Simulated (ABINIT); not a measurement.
## LiGeCl3 (Pm-3m): zone-centre phonons

Aim: the zone-centre modes of LiGeCl3 (Pm-3m).

Main program and level: ABINIT 10.8.3; DFT PBE, scalar-relativistic, plane waves, PseudoDojo norm-conserving pseudopotentials.

The structure was built from a prototype and need not be the compound's stable phase.

## 1. The structure

It takes space group Pm-3m (No. 221, cubic). Conventional cell: a = 5.312 Å, b = 5.312 Å, c = 5.312 Å, α = 90.00°, β = 90.00°, γ = 90.00°. Nearest to Li lie 12 Cl at 3.76 Å. Ge has 6 Cl at 2.66 Å nearest. Cl has 2 Ge at 2.66 Å nearest. Farther neighbours and most contacts between anions are not listed.

As a file:

```cif
data_structure
_symmetry_space_group_name_H-M 'Pm-3m'
_symmetry_Int_Tables_number 221
_cell_length_a 5.3116
_cell_length_b 5.3116
_cell_length_c 5.3116
_cell_angle_alpha 90.000
_cell_angle_beta 90.000
_cell_angle_gamma 90.000
_cell_volume 149.86
loop_
_atom_site_label
_atom_site_type_symbol
_atom_site_symmetry_multiplicity
_atom_site_Wyckoff_symbol
_atom_site_fract_x
_atom_site_fract_y
_atom_site_fract_z
_atom_site_occupancy
Li1 Li 1 a 0.00000 0.00000 0.00000 1
Ge1 Ge 1 b 0.50000 0.50000 0.50000 1
Cl1 Cl 3 c 0.50000 0.50000 0.00000 1
```

## 2. A first look

A first run with smearing and empty bands tells whether the crystal has a gap, which decides between fixed occupations and smearing later on.

File probe.abi:

```
# ground state
tolvrs 1.0d-08
prtden 1
prtwf 1

# basis, mesh and filling
ecut 35.0
ngkpt 4 4 4
nshiftk 1
shiftk 0.0 0.0 0.0
istwfk *1
occopt 7
tsmear 0.005
nband 27
nstep 100
diemac 9.0
prtebands 0
prtgsr 0
useylm 1

# cell and atoms
acell 10.03746928 10.03746928 10.03746928
rprim 
    1.0 0.0 0.0
    0.0 1.0 0.0
    0.0 0.0 1.0
ntypat 3
znucl 3 32 17
natom 5
typat 1 2 3 3 3
xred 
    0.0 0.0 0.0
    0.5 0.5 0.5
    0.5 0.5 0.0
    0.5 0.0 0.5
    0.0 0.5 0.5
pp_dirpath "./pseudo"
pseudos "Li.upf, Ge.upf, Cl.upf"
```

Command:

```bash
> OMP_NUM_THREADS=1 mpirun -n 4 abinit probe.abi > probe.log
```

Numbers of over 12 decimals in the logs are rounded to 6 here.

probe.abo, the main output file:

```text
[banners, grids, parts of the stress and lines that vanish by symmetry left out]
- input  file    -> probe.abi
- output file    -> probe.abo
- root for input  files -> probei
[...]
Symmetries : space group Pm -3 m (#221); Bravais cP (primitive cubic)
[...]
mpw =       10068          nfft =      157464          nkpt =          10
[...]
== DATASET  1 ==================================================================
[...]
cutoff_energies: {ecut:  35.0, pawecutdg:  -1.0, }
[...]
ETOT  1  -143.30899637571    -1.433E+02 8.330E-01 8.539E+02
 ETOT  2  -145.75528726714    -2.446E+00 3.819E-02 8.044E+02
 ETOT  3  -145.87505688070    -1.198E-01 4.873E-03 1.267E+02
 ETOT  4  -145.88431677186    -9.260E-03 1.762E-03 4.960E+01
 ETOT  5  -145.88986909702    -5.552E-03 4.859E-04 7.669E-01
[...]
ETOT 11  -145.88989584145    -1.481E-11 1.372E-04 4.471E-08
 ETOT 12  -145.88989584144     2.956E-12 2.578E-04 4.716E-10
 At SCF step   12       vres2   =  4.72E-10 < tolvrs=  1.00E-08 =>converged.
[...]
sigma(1 1)=  5.09071402E-05  sigma(3 2)=  0.00000000E+00
  sigma(2 2)=  5.09071402E-05  sigma(3 1)=  0.00000000E+00
  sigma(3 3)=  5.09071402E-05  sigma(2 1)=  0.00000000E+00
[...]
convergence: {deltae:  2.956E-12, res2:  4.716E-10, residm:  2.578E-04, diffor: null, }
etotal    :  -1.45889896E+02
[...]
sigma(1 1)=  5.09071402E-05  sigma(3 2)=  0.00000000E+00
  sigma(2 2)=  5.09071402E-05  sigma(3 1)=  0.00000000E+00
  sigma(3 3)=  5.09071402E-05  sigma(2 1)=  0.00000000E+00
[...]
- sigma(1 1)=  1.49773977E+00  sigma(3 2)=  0.00000000E+00
- sigma(2 2)=  1.49773977E+00  sigma(3 1)=  0.00000000E+00
- sigma(3 3)=  1.49773977E+00  sigma(2 1)=  0.00000000E+00
[...]
fcart     -0.0000000000E+00 -0.0000000000E+00 -0.0000000000E+00
           strten      5.0907140181E-05  5.0907140181E-05  5.0907140181E-05
================================================================================

[key lines of the parts left out:]
pressure_GPa:  -1.4977E+00
```

Run time: 41 s. Hardware: 4 MPI ranks of Arm Neoverse V1, shared host; 2.7 min of CPU time.

Numbers from this step:

```
volume per atom   : 29.97 Å³
pressure          : -1.498 GPa
gap on the k-mesh : 1.031 eV
```

A gap of 1.0 eV opens on this mesh, so the crystal is taken as an insulator; the printed pressure holds the stress of the finite basis too.

## 3. Rough relaxation

The typed start is rough, so a first relaxation with smearing and loose thresholds takes it towards rest cheaply.

File prerelax.abi:

```
# relaxation
ionmov 2
optcell 2
dilatmx 1.15
chkdilatmx 0
ntime 40
tolmxf 3.0d-04
tolvrs 1.0d-10
prtwf 0
prtden 0
chksymtnons 0

# basis, mesh and filling
ecut 35.0
ecutsm 3.0
ngkpt 4 4 4
nshiftk 1
shiftk 0.0 0.0 0.0
istwfk *1
occopt 7
tsmear 0.005
nband 27
nstep 100
diemac 9.0
prtebands 0
prtgsr 0
useylm 1

# cell and atoms
acell 10.03746928 10.03746928 10.03746928
rprim 
    1.0 0.0 0.0
    0.0 1.0 0.0
    0.0 0.0 1.0
ntypat 3
znucl 3 32 17
natom 5
typat 1 2 3 3 3
xred 
    0.0 0.0 0.0
    0.5 0.5 0.5
    0.5 0.5 0.0
    0.5 0.0 0.5
    0.0 0.5 0.5
pp_dirpath "./pseudo"
pseudos "Li.upf, Ge.upf, Cl.upf"
```

Command:

```bash
> OMP_NUM_THREADS=1 mpirun -n 4 abinit prerelax.abi > prerelax.log
```

prerelax.abo, the main output file:

```text
[banners, grids, parts of the stress and lines that vanish by symmetry left out]
- input  file    -> prerelax.abi
- output file    -> prerelax.abo
- root for input  files -> prerelaxi
[...]
Symmetries : space group Pm -3 m (#221); Bravais cP (primitive cubic)
[...]
mpw =       15318          nfft =      262144          nkpt =          10
[...]
== DATASET  1 ==================================================================
[...]
cutoff_energies: {ecut:  35.0, pawecutdg:  -1.0, }
[...]
ETOT  1  -143.43652696826    -1.434E+02 6.217E-01 1.523E+03
 ETOT  2  -145.74287013074    -2.306E+00 2.842E-02 1.456E+03
 ETOT  3  -145.87335989043    -1.305E-01 6.822E-03 2.196E+02
 ETOT  4  -145.88206641939    -8.707E-03 2.783E-03 9.820E+01
 ETOT  5  -145.88868519289    -6.619E-03 1.204E-03 1.378E+00
[...]
At SCF step   14       vres2   =  1.57E-12 < tolvrs=  1.00E-10 =>converged.
[...]
ETOT 13  -145.88973102719     8.242E-12 1.763E-05 9.987E-12
 At SCF step   13       vres2   =  9.99E-12 < tolvrs=  1.00E-10 =>converged.
[...]
sigma(1 1)= -2.92511102E-06  sigma(3 2)=  0.00000000E+00
  sigma(2 2)= -2.92511102E-06  sigma(3 1)=  0.00000000E+00
  sigma(3 3)= -2.92511102E-06  sigma(2 1)=  0.00000000E+00
[...]
convergence: {deltae:  8.242E-12, res2:  9.987E-12, residm:  1.763E-05, diffor: null, }
etotal    :  -1.45889731E+02
[...]
At Broyd/MD step   3, gradients are converged :
[...]
sigma(1 1)= -2.92511102E-06  sigma(3 2)=  0.00000000E+00
  sigma(2 2)= -2.92511102E-06  sigma(3 1)=  0.00000000E+00
  sigma(3 3)= -2.92511102E-06  sigma(2 1)=  0.00000000E+00
[...]
- sigma(1 1)= -8.60597375E-02  sigma(3 2)=  0.00000000E+00
- sigma(2 2)= -8.60597375E-02  sigma(3 1)=  0.00000000E+00
- sigma(3 3)= -8.60597375E-02  sigma(2 1)=  0.00000000E+00
[...]
fcart     -0.0000000000E+00 -0.0000000000E+00 -0.0000000000E+00
           strten     -2.9251110215E-06 -2.9251110215E-06 -2.9251110215E-06
================================================================================

[key lines of the parts left out:]
pressure_GPa:   8.6060E-02
Total energy (etotal) [Ha]= -1.45889731027192E+02
```

It took 2.5 min on 4 MPI ranks; 9.9 min of CPU time.

Step by step:

```
step  energy less that of the first step (eV)  largest force (eV/Å)  volume (Å³)
   1                                   0.0000                0.0000       149.86
   2                                  -0.0039                0.0000       149.31
   3                                  -0.0277                0.0000       142.24
```

```
conventional cell, symmetrised  before  after  change
                         a (Å)   5.312  5.220  -1.7 %
                         b (Å)   5.312  5.220  -1.7 %
                         c (Å)   5.312  5.220  -1.7 %
              volume (Å³/atom)   29.97  28.45  -5.1 %
```

The relaxed structure:

```cif
data_structure
_symmetry_space_group_name_H-M 'P 1'
_symmetry_Int_Tables_number 1
_cell_length_a 5.2200
_cell_length_b 5.2200
_cell_length_c 5.2200
_cell_angle_alpha 90.000
_cell_angle_beta 90.000
_cell_angle_gamma 90.000
_cell_volume 142.24
loop_
_atom_site_label
_atom_site_type_symbol
_atom_site_fract_x
_atom_site_fract_y
_atom_site_fract_z
_atom_site_occupancy
Li1 Li 0.00000 0.00000 0.00000 1
Ge2 Ge 0.50000 0.50000 0.50000 1
Cl3 Cl 0.50000 0.50000 0.00000 1
Cl4 Cl 0.50000 0.00000 0.50000 1
Cl5 Cl 0.00000 0.50000 0.50000 1
```

Numbers from this step:

```
volume per atom   : 28.45 Å³
pressure          : 0.08606 GPa
gap on the k-mesh : 0.7625 eV
```

The volume changes by -5.1 % in this run and stands -5.1 % from the first cell.

## 4. Relaxing the cell and atoms

The harmonic expansion needs vanishing forces, and a free crystal bears no stress, so cell and atoms are brought to rest. Stress is more sensitive to the basis than forces are: the last 3 Ha under the cutoff are smoothed with ecutsm, and the cutoff is raised above that of the later runs.

File relax.abi:

```
# relaxation
ionmov 2
optcell 2
dilatmx 1.08
ntime 40
tolmxf 1.0d-05
tolvrs 1.0d-14
prtwf 0
prtden 0
chksymtnons 0

# basis, mesh and filling
ecut 43.0
ecutsm 3.0
ngkpt 4 4 4
nshiftk 1
shiftk 0.0 0.0 0.0
istwfk *1
occopt 1
nband 19
nstep 100
diemac 9.0
prtebands 0
prtgsr 0
useylm 1

# cell and atoms
acell 9.864355626 9.864355626 9.864355626
rprim 
    1.0 0.0 0.0
    0.0 1.0 0.0
    0.0 0.0 1.0
ntypat 3
znucl 3 32 17
natom 5
typat 1 2 3 3 3
xred 
    0.0 0.0 0.0
    0.5 0.5 0.5
    0.5 0.5 0.0
    0.5 0.0 0.5
    0.0 0.5 0.5
pp_dirpath "./pseudo"
pseudos "Li.upf, Ge.upf, Cl.upf"
```

Command:

```bash
> OMP_NUM_THREADS=1 mpirun -n 4 abinit relax.abi > relax.log
```

relax.abo, the main output file:

```text
[banners, grids, parts of the stress and lines that vanish by symmetry left out]
- input  file    -> relax.abi
- output file    -> relax.abo
- root for input  files -> relaxi
[...]
Symmetries : space group Pm -3 m (#221); Bravais cP (primitive cubic)
[...]
mpw =       16368          nfft =      262144          nkpt =          10
[...]
== DATASET  1 ==================================================================
[...]
cutoff_energies: {ecut:  43.0, pawecutdg:  -1.0, }
[...]
ETOT  1  -136.58406929770    -1.366E+02 7.202E-01 2.505E+04
 ETOT  2  -139.76217111159    -3.178E+00 4.240E-02 6.330E+04
 ETOT  3  -144.86342849749    -5.101E+00 8.842E-02 8.321E+03
 ETOT  4  -145.68758826641    -8.242E-01 9.529E-02 2.042E+03
 ETOT  5  -145.71359368056    -2.601E-02 1.051E-01 2.092E+03
[...]
At SCF step   26       vres2   =  4.22E-15 < tolvrs=  1.00E-14 =>converged.
[...]
sigma(1 1)= -2.81661735E-06  sigma(3 2)=  0.00000000E+00
  sigma(2 2)= -2.81661735E-06  sigma(3 1)=  0.00000000E+00
  sigma(3 3)= -2.81661735E-06  sigma(2 1)=  0.00000000E+00
[...]
convergence: {deltae: -1.589E-11, res2:  4.216E-15, residm:  2.187E-11, diffor: null, }
etotal    :  -1.45891424E+02
[...]
ETOT  1  -145.89142217674    -1.459E+02 1.541E-10 5.929E-02
[...]
At SCF step   12       vres2   =  2.14E-16 < tolvrs=  1.00E-14 =>converged.
[...]
sigma(1 1)= -2.58180757E-06  sigma(3 2)=  0.00000000E+00
  sigma(2 2)= -2.58180757E-06  sigma(3 1)=  0.00000000E+00
  sigma(3 3)= -2.58180757E-06  sigma(2 1)=  0.00000000E+00
[...]
convergence: {deltae: -3.121E-11, res2:  2.141E-16, residm:  1.406E-17, diffor: null, }
etotal    :  -1.45891424E+02
[...]
ETOT  1  -145.89115594832    -1.459E+02 1.381E-08 7.197E+00
[...]
ETOT 12  -145.89142787470     1.384E-11 4.024E-19 2.510E-14
 ETOT 13  -145.89142787471    -1.128E-11 3.277E-20 9.100E-16
 At SCF step   13       vres2   =  9.10E-16 < tolvrs=  1.00E-14 =>converged.
[...]
sigma(1 1)= -9.68499162E-09  sigma(3 2)=  0.00000000E+00
  sigma(2 2)= -9.68499162E-09  sigma(3 1)=  0.00000000E+00
  sigma(3 3)= -9.68499163E-09  sigma(2 1)=  0.00000000E+00
[...]
convergence: {deltae: -1.128E-11, res2:  9.100E-16, residm:  3.277E-20, diffor: null, }
etotal    :  -1.45891428E+02
[...]
At Broyd/MD step   3, gradients are converged :
[...]
sigma(1 1)= -9.68499162E-09  sigma(3 2)=  0.00000000E+00
  sigma(2 2)= -9.68499162E-09  sigma(3 1)=  0.00000000E+00
  sigma(3 3)= -9.68499163E-09  sigma(2 1)=  0.00000000E+00
[...]
- sigma(1 1)= -2.84942291E-04  sigma(3 2)=  0.00000000E+00
- sigma(2 2)= -2.84942291E-04  sigma(3 1)=  0.00000000E+00
- sigma(3 3)= -2.84942291E-04  sigma(2 1)=  0.00000000E+00
[...]
fcart     -0.0000000000E+00 -0.0000000000E+00 -0.0000000000E+00
           strten     -9.6849916199E-09 -9.6849916221E-09 -9.6849916264E-09
================================================================================

[key lines of the parts left out:]
pressure_GPa:   2.8494E-04
Total energy (etotal) [Ha]= -1.45891427874709E+02
```

Run time: 2.2 min. Hardware: 4 MPI ranks.

Relaxation path:

```
step  energy less that of the first step (eV)  largest force (eV/Å)  volume (Å³)
   1                                   0.0000                0.0000       142.24
   2                                   0.0000                0.0000       142.27
   3                                  -0.0001                0.0000       142.67
```

```
conventional cell, symmetrised  before  after  change
                         a (Å)   5.220  5.225  +0.1 %
                         b (Å)   5.220  5.225  +0.1 %
                         c (Å)   5.220  5.225  +0.1 %
              volume (Å³/atom)   28.45  28.53  +0.3 %
```

This step gave:

```
volume per atom : 28.53 Å³
pressure        : 2.85e-4 GPa
```

The volume changes by +0.3 % in this run and stands -4.8 % from the first cell.

## 5. Ground state

First-order wavefunctions inherit every error of the ground state, hence the very tight tolvrs. The mesh is shifted off Γ, since shifted meshes converge sums over the zone faster.

File gs.abi:

```
# ground state
tolvrs 1.0d-16
prtden 1
prtwf 1

# basis, mesh and filling
ecut 35.0
ngkpt 4 4 4
nshiftk 1
shiftk 0.5 0.5 0.5
istwfk *1
occopt 1
nband 19
nstep 100
diemac 9.0
prtebands 0
prtgsr 0
useylm 1

# cell and atoms
acell 9.874381951 9.874381951 9.874381951
rprim 
    1.0 0.0 0.0
    0.0 1.0 0.0
    0.0 0.0 1.0
ntypat 3
znucl 3 32 17
natom 5
typat 1 2 3 3 3
xred 
    0.0 0.0 0.0
    0.5 0.5 0.5
    0.5 0.5 0.0
    0.5 0.0 0.5
    0.0 0.5 0.5
pp_dirpath "./pseudo"
pseudos "Li.upf, Ge.upf, Cl.upf"
```

Command:

```bash
> OMP_NUM_THREADS=1 mpirun -n 4 abinit gs.abi > gs.log
```

gs.abo, the main output file:

```text
[banners, grids, parts of the stress and lines that vanish by symmetry left out]
- input  file    -> gs.abi
- output file    -> gs.abo
- root for input  files -> gsi
[...]
Symmetries : space group Pm -3 m (#221); Bravais cP (primitive cubic)
[...]
mpw =        9540          nfft =      157464          nkpt =           4
[...]
== DATASET  1 ==================================================================
[...]
cutoff_energies: {ecut:  35.0, pawecutdg:  -1.0, }
[...]
ETOT  1  -137.99124940044    -1.380E+02 5.287E-01 1.200E+04
 ETOT  2  -141.03917407396    -3.048E+00 4.474E-02 2.966E+04
 ETOT  3  -145.03013343017    -3.991E+00 5.165E-02 4.007E+03
 ETOT  4  -145.75631962176    -7.262E-01 3.708E-02 9.153E+02
 ETOT  5  -145.77582522904    -1.951E-02 9.308E-04 9.526E+02
[...]
ETOT 21  -145.89472371189     2.672E-12 2.277E-20 4.402E-15
 ETOT 22  -145.89472371190    -6.679E-12 2.029E-21 5.409E-17
 At SCF step   22       vres2   =  5.41E-17 < tolvrs=  1.00E-16 =>converged.
[...]
sigma(1 1)=  2.66204537E-05  sigma(3 2)=  0.00000000E+00
  sigma(2 2)=  2.66204537E-05  sigma(3 1)=  0.00000000E+00
  sigma(3 3)=  2.66204537E-05  sigma(2 1)=  0.00000000E+00
[...]
convergence: {deltae: -6.679E-12, res2:  5.409E-17, residm:  2.029E-21, diffor: null, }
etotal    :  -1.45894724E+02
[...]
sigma(1 1)=  2.66204537E-05  sigma(3 2)=  0.00000000E+00
  sigma(2 2)=  2.66204537E-05  sigma(3 1)=  0.00000000E+00
  sigma(3 3)=  2.66204537E-05  sigma(2 1)=  0.00000000E+00
[...]
- sigma(1 1)=  7.83200787E-01  sigma(3 2)=  0.00000000E+00
- sigma(2 2)=  7.83200787E-01  sigma(3 1)=  0.00000000E+00
- sigma(3 3)=  7.83200787E-01  sigma(2 1)=  0.00000000E+00
[...]
fcart     -0.0000000000E+00 -0.0000000000E+00 -0.0000000000E+00
           strten      2.6620453666E-05  2.6620453666E-05  2.6620453666E-05
================================================================================

[key lines of the parts left out:]
pressure_GPa:  -7.8320E-01
```

It took 17 s on 4 MPI ranks.

Read from the output:

```yaml
pressure: -0.7832 GPa
```

The cell stands at -0.78 GPa: the relaxation ran with a smoothed and higher cutoff and on another k mesh.

## 6. Empty bands

Empty bands on the ground state's density check that the gap assumed so far is there in this cell.

File gap.abi:

```
# empty bands on the ground state's density
iscf -2
getden_filepath "gso_DEN"
tolwfr 1.0d-12
nbdbuf 2
prtwf 0

# basis, mesh and filling
ecut 35.0
ngkpt 4 4 4
nshiftk 1
shiftk 0.0 0.0 0.0
istwfk *1
occopt 1
nband 23
nstep 100
diemac 9.0
prtebands 0
prtgsr 0
useylm 1

# cell and atoms
acell 9.874381951 9.874381951 9.874381951
rprim 
    1.0 0.0 0.0
    0.0 1.0 0.0
    0.0 0.0 1.0
ntypat 3
znucl 3 32 17
natom 5
typat 1 2 3 3 3
xred 
    0.0 0.0 0.0
    0.5 0.5 0.5
    0.5 0.5 0.0
    0.5 0.0 0.5
    0.0 0.5 0.5
pp_dirpath "./pseudo"
pseudos "Li.upf, Ge.upf, Cl.upf"
```

Command:

```bash
> OMP_NUM_THREADS=1 mpirun -n 4 abinit gap.abi > gap.log
```

gap.abo, the main output file:

```text
[banners, grids, parts of the stress and lines that vanish by symmetry left out]
- input  file    -> gap.abi
- output file    -> gap.abo
- root for input  files -> gapi
[...]
Symmetries : space group Pm -3 m (#221); Bravais cP (primitive cubic)
[...]
mpw =        9568          nfft =      157464          nkpt =          10
[...]
== DATASET  1 ==================================================================
[...]
cutoff_energies: {ecut:  35.0, pawecutdg:  -1.0, }
[...]
-outvars: echo values of variables after computation
            acell      9.8743819510E+00  9.8743819510E+00  9.8743819510E+00 Bohr
================================================================================
```

The job ended after 35 s (4 MPI ranks).

Read from the output:

| Quantity | Value |
| --- | --- |
| gap on the k-mesh | 0.7976 eV |

In this cell the gap on the mesh is 0.80 eV, direct, so fixed occupations hold.

(Part 1 of 3 ends here.)

[Host names and launcher messages were left out of these logs when they were recorded.]

[Logs are printed without paths, hosts, clocks, repeated set-up lines and the standing remarks that a program may print on its own settings, such as how far it seeks lower states.]

[Hosts, paths, dates, database ids (printed as entryN), source tags and the programs' standing remarks are cut or masked in the printed files.]
